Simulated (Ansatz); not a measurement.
## KI (Fm-3m): thermal expansion from first principles

Wanted: α(T), C_P(T) and B(T) of KI in the quasi-harmonic approximation.

Experimental results on record:
- volume expansion coefficient 113.7 1e-6/K near room temperature (given in “Descriptors for thermal expansion in solids”, 2017, arXiv:1701.03966)

Method: DFT PBE, scalar-relativistic, plane waves, PAW, in the first sound run; inputs show where later runs differ, in Ansatz 0.2.0.

### Step 1. Set-up

Symmetry: Fm-3m, No. 225, cubic system. Conventional cell: a = 7.066 Å, b = 7.066 Å, c = 7.066 Å, α = 90.00°, β = 90.00°, γ = 90.00°. K has 6 I at 3.53 Å nearest. Nearest to I lie 6 K at 3.53 Å. Farther neighbours and most contacts between anions are not listed.

### Step 2. Probe on a coarse mesh

A cheap single point shows whether the cell is a metal or an insulator and how far it is from rest; that sets the k-mesh and the occupations of what follows.

input.yaml reads:

```yaml
crystal:
  lattice:
    - [0.0, 3.532775, 3.532775]
    - [3.532775, 0.0, 3.532775]
    - [3.532775, 3.532775, 0.0]
  atoms:
    - { symbol: K, position: [0.0, 0.0, 0.0] }
    - { symbol: I, position: [0.5, 0.5, 0.5] }
kpoints:
  mp_grid: { grid: [4, 4, 4] }
hamiltonian:
  xc: pbe
scf:
  occupations: { method: gaussian, width: 0.1 }
output:
  forces: true
  stress: true
  eigenvalues: true
```

Launch:

```
ansatz run input.yaml --threads 4 --pin off --max-ram 16384MiB --backend cpu --events-out ev --progress --plain --runs-dir out
```

Numbers of over 12 decimals in the logs are rounded to 6 here.

What it wrote:

```text
Engine: ansatz 0.2.0, x86_64-unknown-linux-gnu
Pseudopotentials: kind: paw
Pseudopotential: K, paw, valence charge 9, recommended cutoff 420 eV (normal), K.paw.azcp
Pseudopotential: I, paw, valence charge 17, recommended cutoff 420 eV (normal), I.paw.azcp
Functional definition: PBE
  parameter kappa = 0.804
  parameter beta = 0.066725
  exchange = pbe_x(kappa = kappa, mu = beta*pi^2/3)
  correlation = pbe_c(beta = beta)
Crystal: 2 atoms, lattice volume = 88.182 Å³
Basis set: ecut = 420 eV, 1759 PW (Γ), exchange–correlation on 72×72×72 points (8 copies of the dense FFT grid, shifted against one another)
Bands: 17, of which v1, the nominal top of the filled ones, is band 13 counted from 1 (12 counted from 0)
Symmetry: 48 space group operations
Space group: Fm-3m (ITA 225), of the structure as read, at distance tolerance 4.5e-5 Å
k-points: 8 of 64
Non-local potential: K, projectors of the file, l = 0: 3, l = 1: 2, l = 2: 2
Non-local potential: I, projectors of the file, l = 0: 2, l = 1: 2, l = 2: 2, l = 3: 2
PAW form: soft (Blöchl's): semilocal exchange-correlation on the pseudo side does not see the compensation charge
PAW one-centre angular grid: K, 110 points (default); XC on 64 Gauss nodes
PAW one-centre angular grid: I, 590 points (default); XC on 64 Gauss nodes
Initial density: superposition of atomic densities (neutral atoms: chi_scale 0, normalization atom), corrected by the library's trained network
Initial wavefunctions: pseudopotential atomic-orbital guess
Functional: x = pbe(κ = 0.804, μ = 0.219515), c = pbe(β = 0.066725)
SCF iter   1: F=—  HF=-9053.689597 eV  |F-HF|=—  |Δ(HF+E_count)|=         —  Δρ=2.91e-4  dr2=9.54e-5  ethr=1.77e-3  ⟨swp⟩=6.5  Hψ=765  notcnv=0
preconditioner: auto → none  [insulator: Δε(μ)=3.960 eV  Ē_g=13.738 eV  σ=0.100 eV  W_gap=1.00  n_scr=14 (ndim 8)  ℏωp=14.8 eV  f_vac=0.139  D(μ)=0.00/eV (n_scr^D=0)  ε∞_Penn≈2.2]
SCF iter   2: F=—  HF=-9053.689174 eV  |F-HF|=—  |Δ(HF+E_count)|=   4.23e-4  Δρ=3.76e-4  dr2=2.49e-4  ethr=3.67e-7  ⟨swp⟩=3.0  Hψ=347  notcnv=0
SCF iter   3: F=—  HF=-9053.689093 eV  |F-HF|=—  |Δ(HF+E_count)|=   8.09e-5  Δρ=1.96e-4  dr2=6.37e-5  ethr=3.67e-7  ⟨swp⟩=2.1  Hψ=240  notcnv=0
SCF iter   4: F=—  HF=-9053.689077 eV  |F-HF|=—  |Δ(HF+E_count)|=   1.60e-5  Δρ=2.28e-5  dr2=6.02e-7  ethr=2.45e-7  ⟨swp⟩=2.0  Hψ=240  notcnv=0
iter 5 did not close the SCF: its close was put off for the readings that it lacked (scf_convergence_deferred on its scf_iter line)
SCF iter   5: F=-9053.689078 eV  HF=-9053.689078 eV  |F-HF|=3.29e-8  |Δ(HF+E_count)|=   9.03e-7  Δρ=5.54e-6  dr2=3.42e-8  ethr=2.32e-9  ⟨swp⟩=2.1  Hψ=241  notcnv=0
SCF iter   6: F=-9053.689078 eV  HF=-9053.689078 eV  |F-HF|=1.19e-8  |Δ(HF+E_count)|=   4.02e-9  Δρ=2.43e-6  dr2=1.06e-8  ethr=1.32e-10  ⟨swp⟩=4.1  Hψ=664  notcnv=0
SCF 1 converged in 6 iterations: F = -9053.689078 eV  dr2 = 1.06e-8
  greatest PAW one-centre occupation: 0.999 electrons in one spin orbital (limit 2), on the I atom at site 1 (counted from 0), in its partial waves of l = 2
SCF converged after 6 iterations
Free energy (F): -9053.689078 eV
Harris-Foulkes:  -9053.689078 eV  (|F-HF|=1.19e-8)
Internal energy: -9053.689078 eV  (E = F + TS)
E sigma→0 (E₀):  -9053.689078 eV
Fermi energy:    4.252356 eV
--- Per-component energies (eV) ---
  E_band       = -521.525274
  E_kinetic    = 443.099378
  E_local      = -2830.559608  (includes V_loc(G=0)·N_el)
  E_nonlocal   = -77.388337
  E_hartree    = 1342.124709
  E_xc         = -263.478413
  E_vxc        = -293.793732  (∫ρ·V_xc dr)
  E_paw        = -5599.054441  (= ΣΔE_a)
  E_vpaw       = -447.126187  (= ΣTr[D̂ρ^β])
  E_aug_tail   = -0.000007  (compensation charges beyond the density's cutoff)
  E_ewald      = -2068.432357
  E_smearing   = -0.000000  (= −TS)
  E_closure    = 0.000000  (closes the sum)
  Σ components = -9053.689078   (vs F -9053.689078, Δ=0.00e0)
--- Forces (eV/Å), atoms counted from 1 ---
  atom   1  K     -0.00000000     0.00000000     0.00000000
  atom   2  I      0.00000000     0.00000000     0.00000000
  max |Σ_I F_I| component: 9.30e-29 eV/Å
--- Stress (GPa, compression-positive) ---
        0.592241       0.000000       0.000000
       -0.000000       0.592241       0.000000
       -0.000000      -0.000000       0.592241
  P = ⅓ Tr σ = 0.5922 GPa (5.922 kbar)
--- Band table (eV; the first three rows and the last of 8) ---
  k-point 0: bands = [... 9 lower, -8.2338, 2.2677, 2.2677, 2.2677, 6.2342, 8.7740, 8.7740, 8.7740]
  k-point 1: bands = [... 9 lower, -8.0913, 1.5092, 2.0915, 2.0915, 7.3292, 8.8466, 9.3824, 9.3824]
  k-point 2: bands = [... 9 lower, -7.9565, 0.9498, 1.9315, 1.9315, 7.7955, 9.9767, 10.4316, 10.4316]
  k-point 7: bands = [... 9 lower, -8.0324, 1.5417, 1.5417, 1.6691, 8.7387, 8.7387, 8.9137, 10.4550]
```

It took 0.22 s on 4 threads of AMD EPYC 9R45, shared host; peak memory 0.39 GiB; 0.55 s of CPU time.

A gap read on the k-mesh alone can miss the band edges.

This step gave:

| Property | Result |
| --- | --- |
| pressure | 0.5922 GPa |
| gap on the k-mesh | 3.967 eV |
| volume per atom | 44.09 Å³/atom |

The start is under 0.59 GPa at this level and looks like an insulator or semiconductor on this mesh.

### Step 3. Finding the static equilibrium

Phonons are second derivatives about a minimum, so cell and atoms are relaxed first, inside the symmetry of the start.

input.yaml, the sections that differ from step 2:

```yaml
kpoints:
  mp_grid: { grid: [6, 6, 6] }
scf:
  occupations: { method: gaussian, width: 0.02 }
relax:
  adjacent_minimum: "off"
  f_tol: 0.005
  max_steps: 80
  cell: { stress_tol: 0.05 }
# crystal, hamiltonian, output: as in step 2
```

What it wrote:

```text
[...]
Crystal: 2 atoms, lattice volume = 88.182 Å³
Basis set: ecut = 420 eV, 1759 PW (Γ), exchange–correlation on 72×72×72 points (8 copies of the dense FFT grid, shifted against one another)
Bands: 17, of which v1, the nominal top of the filled ones, is band 13 counted from 1 (12 counted from 0)
Symmetry: 48 space group operations
[...]
k-points: 16 of 216
[...]
SCF iter   1: F=—  HF=-9053.690659 eV  |F-HF|=—  |Δ(HF+E_count)|=         —  Δρ=2.46e-4  dr2=4.05e-5  ethr=1.77e-3  ⟨swp⟩=7.5  Hψ=1636  notcnv=0
[...]
SCF iter   6: F=-9053.689942 eV  HF=-9053.689942 eV  |F-HF|=7.30e-9  |Δ(HF+E_count)|=   1.05e-8  Δρ=1.90e-6  dr2=6.91e-9  ethr=1.53e-10  ⟨swp⟩=3.9  Hψ=1214  notcnv=0
SCF 1 converged in 6 iterations: F = -9053.689942 eV  dr2 = 6.91e-9
[...]
relax step   1: F+E_penalty+E_count = -9053.68994219 eV  Δ(F+E_penalty+E_count) = +0.000e0 eV  max|allowed force component| = 3.980e-29 eV/Å  Δτ_max = 0.0000 Å  P = +0.586 GPa  Ω = 88.182 Å³  (6 SCF iters, dr2 threshold 1.00e-7 eV, accepted)
Crystal: 2 atoms, lattice volume = 89.881 Å³
Basis set: ecut = 420 eV, 1807 PW (Γ), exchange–correlation on 72×72×72 points (8 copies of the dense FFT grid, shifted against one another)
[...]
iter 1 solved again at ethr=2.49e-6 eV; its pass at ethr=3.10e-3 eV (dr2=6.47e-4 eV) is discarded
[...]
SCF iter   5: F=-9053.694767 eV  HF=-9053.694767 eV  |F-HF|=8.53e-9  |Δ(HF+E_count)|=   1.27e-7  Δρ=3.13e-6  dr2=6.88e-9  ethr=7.69e-10  ⟨swp⟩=6.8  Hψ=1233  notcnv=0
SCF 2 converged in 5 iterations: F = -9053.694767 eV  dr2 = 6.88e-9
relax step   2: F+E_penalty+E_count = -9053.69476657 eV  Δ(F+E_penalty+E_count) = -4.824e-3 eV  max|allowed force component| = 6.916e-29 eV/Å  Δτ_max = 0.0000 Å  P = +0.343 GPa  Ω = 89.881 Å³  energy of the carried Pulay correction = -7.909e-5 eV  (5 SCF iters, dr2 threshold 2.00e-7 eV, accepted)
Crystal: 2 atoms, lattice volume = 92.396 Å³
[...]
SCF iter   5: F=-9053.697500 eV  HF=-9053.697500 eV  |F-HF|=1.96e-8  |Δ(HF+E_count)|=   2.93e-7  Δρ=4.63e-6  dr2=1.56e-8  ethr=7.69e-10  ⟨swp⟩=7.4  Hψ=1254  notcnv=0
SCF 3 converged in 5 iterations: F = -9053.697500 eV  dr2 = 1.56e-8
relax step   3: F+E_penalty+E_count = -9053.69750008 eV  Δ(F+E_penalty+E_count) = -2.734e-3 eV  max|allowed force component| = 1.315e-29 eV/Å  Δτ_max = 0.0000 Å  P = +0.028 GPa  Ω = 92.396 Å³  energy of the carried Pulay correction = -1.934e-4 eV  (5 SCF iters, dr2 threshold 2.00e-7 eV, accepted)
[...]
SCF iter   8: F=-9053.697679 eV  HF=-9053.697679 eV  |F-HF|=3.64e-12  |Δ(HF+E_count)|=  2.00e-10  Δρ=8.54e-8  dr2=1.90e-11  ethr=1.00e-12  ⟨swp⟩=6.3  Hψ=1131  notcnv=0
SCF 4 converged in 8 iterations: F = -9053.697679 eV  dr2 = 1.90e-11
relax step   4: F+E_penalty+E_count = -9053.69767861 eV  Δ(F+E_penalty+E_count) = -1.785e-4 eV  max|allowed force component| = 2.153e-29 eV/Å  Δτ_max = 0.0000 Å  P = +0.026 GPa  Ω = 92.396 Å³  stress off target by 2.65e-2 GPa  SCF on the basis re-selected at this cell (its energy is not comparable with the rows above)  (8 SCF iters)
basis re-selected at this cell: Δ(F+E_penalty+E_count) = -1.785e-4 eV, ΔP = -0.002 GPa vs the last step (what re-selecting the basis moved, of the pressure what is left beyond the Pulay correction that the steps carried, after the strain that the cell walked since its last selection, with what the two solves' SCF thresholds leave and, on support functions, any second-order correction that the steps lacked; it is no m [...]
SCF converged after 8 iterations
Free energy (F): -9053.697679 eV
[...]
Internal energy: -9053.697679 eV  (E = F + TS)
E sigma→0 (E₀):  -9053.697679 eV
Fermi energy:    3.841159 eV
[...]
--- Stress (GPa, compression-positive) ---
        0.026474      -0.000000      -0.000000
       -0.000000       0.026474      -0.000000
       -0.000000      -0.000000       0.026474
  P = ⅓ Tr σ = 0.0265 GPa (0.265 kbar)
--- Band table (eV; the first three rows and the last of 16) ---
  k-point 0: bands = [... 9 lower, -8.5245, 1.9106, 1.9106, 1.9106, 5.7716, 8.4311, 8.4311, 8.4311]
  k-point 1: bands = [... 9 lower, -8.4673, 1.5275, 1.8306, 1.8306, 6.3695, 8.3367, 8.7084, 8.7084]
  k-point 2: bands = [... 9 lower, -8.3562, 0.9398, 1.6813, 1.6813, 7.1825, 8.8170, 9.3751, 9.3751]
  k-point 15: bands = [... 9 lower, -8.3673, 1.1047, 1.3919, 1.4142, 7.6079, 8.1823, 9.2354, 10.0636]
--- Relaxed structure (3 steps of the walk, 3 accepted, 1 SCFs on fresh bases) ---
  F+E_penalty+E_count = -9053.69767861 eV   max|allowed force component| = 2.153e-29 eV/Å   (the final SCF, on the basis selected at the relaxed cell)
  cell:  # Å, volume = 92.3960 Å³
    - [0, 3.588182, 3.588182]
    - [3.588182, 0, 3.588182]
    - [3.588182, 3.588182, 0]
  atoms:
    - { symbol: K, position: [0, 0, 0] }
    - { symbol: I, position: [0.5, 0.5, 0.5] }
```

It took 0.92 s on 4 threads; peak memory 0.45 GiB.

The steps of the relaxation:

```
step  energy less that of the first step (eV)  largest force component (eV/Å)  pressure (GPa)  volume (Å³)
   1                                   0.0000                          0.0000            0.59        88.18
   2                                  -0.0048                          0.0000            0.34        89.88
   3                                  -0.0076                          0.0000            0.03        92.40
  4*                                  -0.0077                          0.0000            0.03        92.40
```

Relaxation steps marked * repeat the geometry before them on a plane-wave basis chosen anew for their cell, so energy and pressure can jump there.

Forces are held to the 48 operations that the run works with; a distortion that breaks them can't arise in this run.

```
conventional cell, symmetrised  before  after  change
                         a (Å)   7.066  7.176  +1.6 %
                         b (Å)   7.066  7.176  +1.6 %
                         c (Å)   7.066  7.176  +1.6 %
              volume (Å³/atom)   44.09  46.20  +4.8 %
```

The relaxed structure:

```cif
data_structure
_symmetry_space_group_name_H-M 'P 1'
_symmetry_Int_Tables_number 1
_cell_length_a 5.0745
_cell_length_b 5.0745
_cell_length_c 5.0745
_cell_angle_alpha 60.000
_cell_angle_beta 60.000
_cell_angle_gamma 60.000
_cell_volume 92.40
loop_
_atom_site_label
_atom_site_type_symbol
_atom_site_fract_x
_atom_site_fract_y
_atom_site_fract_z
_atom_site_occupancy
K1 K 0.00000 0.00000 0.00000 1
I2 I 0.50000 0.50000 0.50000 1
```

Numbers from this step:

```yaml
pressure: 0.02647 GPa
gap_on_the_k_mesh: 3.861 eV
volume_per_atom: 46.20 Å³/atom
```

The relaxation ends with a pressure of 0.03 GPa.

### Step 4. Relaxing to small residual forces and stress

The thresholds are tightened for a last relaxation ahead of the phonons, and where mesh or smearing change with them the cell follows.

input.yaml reads:

```yaml
crystal:
  lattice:
    - [0.0, 3.5881815236, 3.5881815236]
    - [3.5881815236, 0.0, 3.5881815236]
    - [3.5881815236, 3.5881815236, 0.0]
  atoms:
    - { symbol: K, position: [0.0, 0.0, 0.0] }
    - { symbol: I, position: [0.5, 0.5, 0.5] }
kpoints:
  mp_grid: { grid: [8, 8, 8] }
hamiltonian:
  xc: pbe
scf:
  occupations: { method: fixed }
output:
  forces: true
  stress: true
  eigenvalues: true
relax:
  adjacent_minimum: "off"
  f_tol: 0.001
  max_steps: 60
  cell: { stress_tol: 0.01 }
```

What it wrote:

```text
[...]
Crystal: 2 atoms, lattice volume = 92.396 Å³
Basis set: ecut = 420 eV, 1807 PW (Γ), exchange–correlation on 72×72×72 points (8 copies of the dense FFT grid, shifted against one another)
Bands: 17, of which v1, the nominal top of the filled ones, is band 13 counted from 1 (12 counted from 0)
Symmetry: 48 space group operations
[...]
k-points: 29 of 512
[...]
k-point 28: bands = [... 9 lower, -8.3730, 1.2232, 1.2232, 1.3491, 8.3368, 8.3368, 8.4062, 9.8881]
--- Relaxed structure (3 steps of the walk, 3 accepted, 1 SCFs on fresh bases) ---
[...]
cell:  # Å, volume = 92.6260 Å³
    - [0, 3.591156, 3.591156]
    - [3.591156, 0, 3.591156]
    - [3.591156, 3.591156, 0]
  atoms:
    - { symbol: K, position: [0, 0, 0] }
    - { symbol: I, position: [0.500000, 0.500000, 0.500000] }
[key lines of the parts left out:]
SCF converged after 6 iterations
Free energy (F): -9053.697701 eV
Fermi energy:    1.892185 eV
P = ⅓ Tr σ = -0.0000 GPa (-0.000 kbar)
```

Run time: 1.2 s. Hardware: 4 threads; peak memory 0.48 GiB.

Little changed from the start: no atom moved by 0.005 Å and no cell edge by 0.1 %.

This step gave:

```yaml
pressure: -7.97e-6 GPa
gap_on_the_k_mesh: 3.856 eV
volume_per_atom: 46.31 Å³/atom
```

The residual pressure is -8.0e-6 GPa, small enough for phonons.

(Part 1 of 3 ends here.)

[Logs are printed without paths, hosts, clocks, repeated set-up lines and the standing remarks that a program may print on its own settings, such as how far it seeks lower states.]

[Hosts, paths, dates, database ids (printed as entryN), source tags and the programs' standing remarks are cut or masked in the printed files.]

[A step with changed settings may run another functional than the one named; its input shows which.]
